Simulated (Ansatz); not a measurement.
# WS2 (Tungstenite): given cell or relaxed cell?

How far does the choice of cell move the gap? The case is WS2 (Tungstenite).

Program: Ansatz 0.2.0. Level of theory: PBE, HSE06 and G0W0, plane waves, PAW. Values are calculated unless marked as measured.

This is a report of a sequence of runs, with the program logs left out and the cost of each run kept.

### 1. Starting point

The structure is hexagonal, space group P6_3/mmc (No. 194). Conventional cell: a = 3.153 Å, b = 3.153 Å, c = 12.323 Å, α = 90.00°, β = 90.00°, γ = 120.00°. Nearest to W lie 6 S at 2.40 Å. S has 3 W at 2.40 Å nearest. Farther neighbours, and contacts between anions beyond the nearest, are not listed.

The cell and positions come from the Crystallography Open Database and are kept as given unless a step says otherwise. The default PAW set here is soft_2. Its files were made with PBE.

### 2. PBE bands at the given cell

Levels along a band path, at the cheap level, show where the edges lie and whether the meshes to come will hold them.

This step: DFT, PBE, plane waves, PAW.

Input file input.yaml:

```yaml
crystal:
  lattice:
    - [3.1532, 0.0, 0.0]
    - [-1.5766, 2.7307513032, 0.0]
    - [0.0, 0.0, 12.323]
  atoms:
    - { symbol: W, position: [0.3333333333, 0.6666666667, 0.25] }
    - { symbol: W, position: [0.6666666667, 0.3333333333, 0.75] }
    - { symbol: S, position: [0.3333333333, 0.6666666667, 0.6225] }
    - { symbol: S, position: [0.6666666667, 0.3333333333, 0.1225] }
    - { symbol: S, position: [0.3333333333, 0.6666666667, 0.8775] }
    - { symbol: S, position: [0.6666666667, 0.3333333333, 0.3775] }
kpoints:
  mp_grid: { grid: [12, 12, 2] }
  band_path:
    path:
      - [[0.0, 0.0, 0.0], [0.5, 0.0, 0.0], [0.33333333, 0.33333333, 0.0], [0.0, 0.0, 0.0], [0.0, 0.0, 0.5], [0.5, 0.0, 0.5], [0.33333333, 0.33333333, 0.5], [0.0, 0.0, 0.5]]
      - [[0.5, 0.0, 0.5], [0.5, 0.0, 0.0]]
      - [[0.33333333, 0.33333333, 0.5], [0.33333333, 0.33333333, 0.0]]
    npoints: 10
hamiltonian:
  xc: pbe
scf:
  occupations: { method: fermi_dirac, width: 0.02 }
  n_extra_bands: 6
output:
  eigenvalues: true
  forces: true
  stress: true
  write_density: true
  write_potential: true
  elf: true
  volumetric_format: npy
```

Run with:

```sh
$ ansatz run input.yaml --threads 2 --pin off --max-ram 92160MiB --backend cuda --events-out ev --progress --plain --runs-dir out --devices 1 --max-vram 13GiB
```

Elapsed: 6.5 s, on 1 × NVIDIA H100 80GB HBM3 (shared by 6 runs) with 2 threads of AMD EPYC 7R13 (Zen 3), shared host; peak memory 0.98 GiB; 3.9 s of CPU time.

Numbers from this step:

* pressure: 4.368 GPa
* filled bands: 26
* gap: 0.9762 eV
* valence top at: Γ
* conduction bottom at: k = (0.167, 0.167, 0.000)
* least direct gap: 1.839 eV

The gap is indirect, with the least direct gap 0.86 eV higher. The pressure of 4 GPa says that this functional would expand the cell; it is kept.

### 3. Relaxing cell and ions

Gaps follow bond lengths, so the structure is brought to rest first.

This step: DFT, PBE-D3(BJ), plane waves, PAW.

Input file input.yaml:

```yaml
crystal:
  lattice:
    - [3.1532, 0.0, 0.0]
    - [-1.5766, 2.7307513032, 0.0]
    - [0.0, 0.0, 12.323]
  atoms:
    - { symbol: W, position: [0.3333333333, 0.6666666667, 0.25] }
    - { symbol: W, position: [0.6666666667, 0.3333333333, 0.75] }
    - { symbol: S, position: [0.3333333333, 0.6666666667, 0.6225] }
    - { symbol: S, position: [0.6666666667, 0.3333333333, 0.1225] }
    - { symbol: S, position: [0.3333333333, 0.6666666667, 0.8775] }
    - { symbol: S, position: [0.6666666667, 0.3333333333, 0.3775] }
kpoints:
  mp_grid: { grid: [9, 9, 2] }
hamiltonian:
  xc: pbe
  dispersion: d3bj
scf:
  occupations: { method: fermi_dirac, width: 0.02 }
relax:
  f_tol: 0.01
  max_steps: 60
  cell: {}
output:
  write_density: true
  write_potential: true
  elf: true
  volumetric_format: npy
```

It took 3.7 s on 1 × NVIDIA H100 80GB HBM3 (shared by 6 runs) with 2 threads; peak memory 1 GiB.

The steps of the relaxation:

| step | energy less that of the first step (eV) | largest force component (eV/Å) | pressure (GPa) | volume (Å³) |
| --- | --- | --- | --- | --- |
| 1 | 0.0000 | 0.1210 | 0.31 | 106.11 |
| 2 | 0.0001 | 0.1395 | 0.17 | 102.92 |
| 3 | -0.0058 | 0.0004 | -0.17 | 104.93 |
| 4 | -0.0060 | 0.0065 | -0.01 | 104.57 |
| 5 | -0.0060 | 0.0014 | 0.01 | 104.60 |
| 6* | -0.0057 | 0.0015 | 0.01 | 104.60 |

Relaxation steps marked * repeat the geometry before them on a plane-wave basis chosen anew for their cell, so energy and pressure can jump there. Relaxation step 2 was tried and not accepted.

Forces are held to the 24 operations that the program found; a distortion that breaks them can't arise in this run.

```csv
"conventional cell, symmetrised",before,after,change
a (Å),3.153,3.154,+0.0 %
b (Å),3.153,3.154,+0.0 %
c (Å),12.323,12.141,-1.5 %
volume (Å³/atom),17.68,17.43,-1.4 %
```

The atoms that moved most (Å, as changes of fractional coordinates times the final cell):

```
atom     dx     dy      dz  length
  S3  0.000  0.000  -0.027   0.027
  S4  0.000  0.000  -0.027   0.027
  S6  0.000  0.000   0.027   0.027
  S5  0.000  0.000   0.027   0.027
```

Final coordinates:

```xyz
6
Lattice="3.1541 0.0000 0.0000 -1.5770 2.7315 0.0000 0.0000 0.0000 12.1407" Properties=species:S:1:pos:R:3 pbc="T T T"
W     0.0000    1.8210    3.0352
W     1.5770    0.9105    9.1055
S     0.0000    1.8210    7.5309
S     1.5770    0.9105    1.4605
S     0.0000    1.8210   10.6802
S     1.5770    0.9105    4.6098
```

### 4. PBE at the relaxed cell

This step: DFT, PBE, plane waves, PAW.

Input file input.yaml:

```yaml
crystal:
  lattice:
    - [3.1540996059, 0.0, 0.0]
    - [-1.5770498029, 2.7315303848, 0.0]
    - [0.0, 0.0, 12.1407304529]
  atoms:
    - { symbol: W, position: [0.3333333333, 0.6666666667, 0.25] }
    - { symbol: W, position: [0.6666666667, 0.3333333333, 0.75] }
    - { symbol: S, position: [0.3333333333, 0.6666666667, 0.6203003476] }
    - { symbol: S, position: [0.6666666667, 0.3333333333, 0.1203003476] }
    - { symbol: S, position: [0.3333333333, 0.6666666667, 0.8796996524] }
    - { symbol: S, position: [0.6666666667, 0.3333333333, 0.3796996524] }
kpoints:
  mp_grid: { grid: [12, 12, 2] }
  band_path:
    path:
      - [[0.0, 0.0, 0.0], [0.5, 0.0, 0.0], [0.33333333, 0.33333333, 0.0], [0.0, 0.0, 0.0], [0.0, 0.0, 0.5], [0.5, 0.0, 0.5], [0.33333333, 0.33333333, 0.5], [0.0, 0.0, 0.5]]
      - [[0.5, 0.0, 0.5], [0.5, 0.0, 0.0]]
      - [[0.33333333, 0.33333333, 0.5], [0.33333333, 0.33333333, 0.0]]
    npoints: 10
hamiltonian:
  xc: pbe
scf:
  occupations: { method: fermi_dirac, width: 0.02 }
  n_extra_bands: 6
output:
  eigenvalues: true
  forces: true
  stress: true
  write_density: true
  write_potential: true
  elf: true
  volumetric_format: npy
```

Elapsed: 2.9 s, on 1 × NVIDIA H100 80GB HBM3 (shared by 6 runs) with 2 threads; peak memory 0.99 GiB; 3.5 s of CPU time.

This step gave:

| Item | Value |
| --- | --- |
| pressure | 4.196 GPa |
| gap | 0.8896 eV |
| valence top at | Γ |
| conduction bottom at | k = (0.167, 0.167, 0.000) |
| least direct gap | 1.830 eV |

The gap is indirect, with the least direct gap 0.94 eV higher. The pressure of 4 GPa says that this functional would expand the cell; it is kept.

### 5. HSE06 at the relaxed cell

HSE06 mixes in a quarter of exact exchange at short range. Exchange couples all pairs of k points, which makes a full band path dear, so levels are read on the mesh and at chosen points.

This step: DFT, HSE06, plane waves, PAW.

Input file input.yaml:

```yaml
crystal:
  lattice:
    - [3.1540996059, 0.0, 0.0]
    - [-1.5770498029, 2.7315303848, 0.0]
    - [0.0, 0.0, 12.1407304529]
  atoms:
    - { symbol: W, position: [0.3333333333, 0.6666666667, 0.25] }
    - { symbol: W, position: [0.6666666667, 0.3333333333, 0.75] }
    - { symbol: S, position: [0.3333333333, 0.6666666667, 0.6203003476] }
    - { symbol: S, position: [0.6666666667, 0.3333333333, 0.1203003476] }
    - { symbol: S, position: [0.3333333333, 0.6666666667, 0.8796996524] }
    - { symbol: S, position: [0.6666666667, 0.3333333333, 0.3796996524] }
kpoints:
  mp_grid: { grid: [6, 6, 2] }
  band_path:
    path:
      - [0.0, 0.0, 0.0]
      - [0.5, 0.0, 0.0]
      - [0.33333333, 0.33333333, 0.0]
      - [0.0, 0.0, 0.5]
      - [0.5, 0.0, 0.5]
      - [0.33333333, 0.33333333, 0.5]
      - [0.1666666667, 0.1666666667, 0.0]
    npoints: 1
hamiltonian:
  xc: hse06
scf:
  occupations: { method: fixed }
  n_extra_bands: 6
output:
  eigenvalues: true
  write_density: true
  write_potential: true
  elf: true
  volumetric_format: npy
```

It took 15 s on 1 × NVIDIA H100 80GB HBM3 (shared by 6 runs) with 2 threads; peak memory 1.3 GiB.

This step gave:

* gap: 1.403 eV
* valence top at: Γ
* conduction bottom at: k = (0.167, 0.167, 0.000)
* least direct gap: 2.325 eV

The gap stands +0.51 eV against PBE.

### 6. G0W0 at the relaxed cell

Now the one-shot GW correction: screening in the RPA, then the self-energy of the levels asked for.

This step: G0W0 on PBE, plane waves, PAW.

Input file input.yaml:

```yaml
crystal:
  lattice:
    - [3.1540996059, 0.0, 0.0]
    - [-1.5770498029, 2.7315303848, 0.0]
    - [0.0, 0.0, 12.1407304529]
  atoms:
    - { symbol: W, position: [0.3333333333, 0.6666666667, 0.25] }
    - { symbol: W, position: [0.6666666667, 0.3333333333, 0.75] }
    - { symbol: S, position: [0.3333333333, 0.6666666667, 0.6203003476] }
    - { symbol: S, position: [0.6666666667, 0.3333333333, 0.1203003476] }
    - { symbol: S, position: [0.3333333333, 0.6666666667, 0.8796996524] }
    - { symbol: S, position: [0.6666666667, 0.3333333333, 0.3796996524] }
kpoints:
  mp_grid: { grid: [6, 6, 2] }
hamiltonian:
  xc: pbe
scf:
  occupations: { method: fixed }
gw:
  n_empty_bands: 312
  ecut_chi: 120
  qp_bands: [v2, c2]
  qp_kpoints: band_edges
  screening: { model: contour_deformation }
```

Elapsed: 19 s, on 1 × NVIDIA H100 80GB HBM3 (shared by 6 runs) with 2 threads; peak memory 1.5 GiB.

Numbers from this step:

```yaml
bands_summed: 338
rpa_eps_infinity_on_this_mesh_eigenvalues: 6.398, 14.22, 14.22
plane_waves_in_the_screening_matrix: 303
g0w0_gap_on_the_mesh: 1.251 eV
k_of_the_valence_top: 0, 0, 0
k_of_the_conduction_bottom: 0.1667, 0.1667, 0
starting_gap_on_the_mesh: 0.8909 eV
least_direct_g0w0_gap_on_the_computed_points: 2.296 eV
```

The gap on the mesh goes from 0.89 eV to 1.25 eV, a correction of +0.36 eV. Between the two edge states, bare exchange in place of the xc potential would open the gap by 4.58 eV, and correlation takes back 4.22 eV.

### 7. G0W0 at the given cell

Input file input.yaml:

```yaml
crystal:
  lattice:
    - [3.1532, 0.0, 0.0]
    - [-1.5766, 2.7307513032, 0.0]
    - [0.0, 0.0, 12.323]
  atoms:
    - { symbol: W, position: [0.3333333333, 0.6666666667, 0.25] }
    - { symbol: W, position: [0.6666666667, 0.3333333333, 0.75] }
    - { symbol: S, position: [0.3333333333, 0.6666666667, 0.6225] }
    - { symbol: S, position: [0.6666666667, 0.3333333333, 0.1225] }
    - { symbol: S, position: [0.3333333333, 0.6666666667, 0.8775] }
    - { symbol: S, position: [0.6666666667, 0.3333333333, 0.3775] }
kpoints:
  mp_grid: { grid: [6, 6, 2] }
hamiltonian:
  xc: pbe
scf:
  occupations: { method: fixed }
gw:
  n_empty_bands: 316
  ecut_chi: 120
  qp_bands: [v2, c2]
  qp_kpoints: band_edges
  screening: { model: contour_deformation }
```

Wall time 17 s (1 × NVIDIA H100 80GB HBM3 (shared by 6 runs) with 2 threads); peak memory 1.5 GiB; 22 s of CPU time.

This step gave:

| Quantity | Value |
| --- | --- |
| bands summed | 342 |
| RPA ε∞ on this mesh (eigenvalues) | 5.922, 13.98, 13.98 |
| plane waves in the screening matrix | 317 |
| G0W0 gap on the mesh | 1.349 eV |
| k of the valence top | 0, 0, 0 |
| k of the conduction bottom | 0.1667, 0.1667, 0 |
| starting gap on the mesh | 0.9775 eV |
| least direct G0W0 gap on the computed points | 2.318 eV |

The gap on the mesh goes from 0.98 eV to 1.35 eV, a correction of +0.37 eV. Between the two edge states, bare exchange in place of the xc potential would open the gap by 4.62 eV, and correlation takes back 4.25 eV.

### 8. Together

G0W0 rows are gaps on the mesh, lowered where the mesh misses an edge of the band path.

| level | given cell (eV) | relaxed cell (eV) | change (eV) |
| --- | --- | --- | --- |
| PBE | 0.98 | 0.89 | −0.09 |
| HSE06 | - | 1.40 | - |
| G0W0@PBE | 1.35 | 1.25 | −0.10 |

### 9. Results

* volume change: −1.4 %
* PBE, given cell: 0.98 eV
* PBE, relaxed cell: 0.89 eV
* HSE06, relaxed cell: 1.40 eV
* G0W0@PBE, relaxed cell: 1.25 eV
* G0W0@PBE, given cell: 1.35 eV
* known limits: short of the basis limit; no spin-orbit coupling; coarse k mesh

Relaxation changes the volume by −1.4 % and the gap by −0.09 eV (PBE) and −0.10 eV (G0W0@PBE). Bands and cutoff are finite, so the gap stands short of the basis limit, usually by up to a few tenths of an eV; the mesh is an error of its own. The 6×6×2 mesh is coarse for this cell (its supercell is 19 Å along the shortest edge). The RPA ε∞ on it, from the PBE start, is 5.92 and 13.98; such meshes misread the long-range screening, most where the gap is narrow. The many-body steps are scalar-relativistic: spin-orbit coupling is not in them.

[Long decimals in the printed logs are rounded to 6 places.]

[Logs are printed without paths, hosts, clocks, repeated set-up lines and the standing remarks that a program may print on its own settings, such as how far it seeks lower states.]

[Paths, hosts, dates, memory and timing lines, banners, echoed tables and standing remarks are left out of the program output; an Ansatz launch command may be rebuilt from the run's recorded settings. Measured values are a selection of at most five: reports struck by readers or far from the other reports are left out. None is set beside runs whose start may be inverted or whose files or cutoffs have a known fault.]

[Runs of the session that timed out or met a known fault of the program may be left out.]

[Cells called generated may have been cut or substituted from an entry of the Crystallography Open Database or the Materials Project.]

[Hosts, paths, dates, database ids (printed as entryN), source tags and the programs' standing remarks are cut or masked in the printed files.]

[Where the starting crystal was built by hand or by swapping elements, it need not be the compound's stable phase.]
